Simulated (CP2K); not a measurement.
Two runs for the C K edge of 3-chlorothiophene. Run A: CP2K XAS_TDP, all-electron GAPW, PBEh(45%), aug-pc-1, TDA, no relativity. Run B differs in one setting.

First lines with a strength over 0.0015. A:

```csv
atom,energy (eV),states,"strength, one atom"
C2 (bonded to 2 C and Cl),282.84,1,0.0519
,283.82,1,0.0494
,285.13,1,0.0094
,286.17,1,0.0020
,286.42,1,0.0060
C3 (bonded to 2 C and H),281.57,1,0.0478
,283.85,1,0.0094
,284.31,1,0.0128
,284.72,1,0.0020
,285.09,1,0.0036
"C4 (bonded to C, S and H)",281.58,1,0.0530
,284.13,1,0.0309
,284.86,1,0.0153
,285.60,1,0.0044
,286.03,1,0.0027
"C6 (bonded to C, S and H)",281.64,1,0.0505
,283.95,1,0.0295
,284.86,1,0.0123
,285.84,1,0.0092
,286.02,1,0.0030
```

B:

```csv
atom,energy (eV),states,"strength, one atom"
C2 (bonded to 2 C and Cl),287.52,1,0.0511
,288.51,1,0.0486
,289.81,1,0.0092
,290.85,1,0.0020
,291.10,1,0.0059
C3 (bonded to 2 C and H),286.79,1,0.0469
,289.08,1,0.0093
,289.53,1,0.0126
,289.94,1,0.0020
,290.31,1,0.0035
"C4 (bonded to C, S and H)",286.41,1,0.0521
,288.96,1,0.0304
,289.68,1,0.0151
,290.42,1,0.0043
,290.85,1,0.0027
"C6 (bonded to C, S and H)",286.35,1,0.0496
,288.65,1,0.0290
,289.56,1,0.0121
,290.55,1,0.0091
,290.73,1,0.0030
```

Question: Which was it: the functional, GW2X switched on, the basis, scalar relativity switched on?

GW2X switched on. GW2X shifts an atom's lines together and keeps their spacings. Against PBEh(45%) in aug-pc-1, the leading lines move by +4.68 eV (C2, to 287.52), +5.22 eV (C3, to 286.79), +4.83 eV (C4, to 286.41) and +4.71 eV (C6, to 286.35).

[Banner, clock and machine lines of the logs are left out without a mark of their own.]

[Logs are printed without paths, hosts, clocks, repeated set-up lines and the standing remarks that a program may print on its own settings, such as how far it seeks lower states.]

[Hosts, paths, dates, database ids (printed as entryN), source tags and the programs' standing remarks are cut or masked in the printed files.]
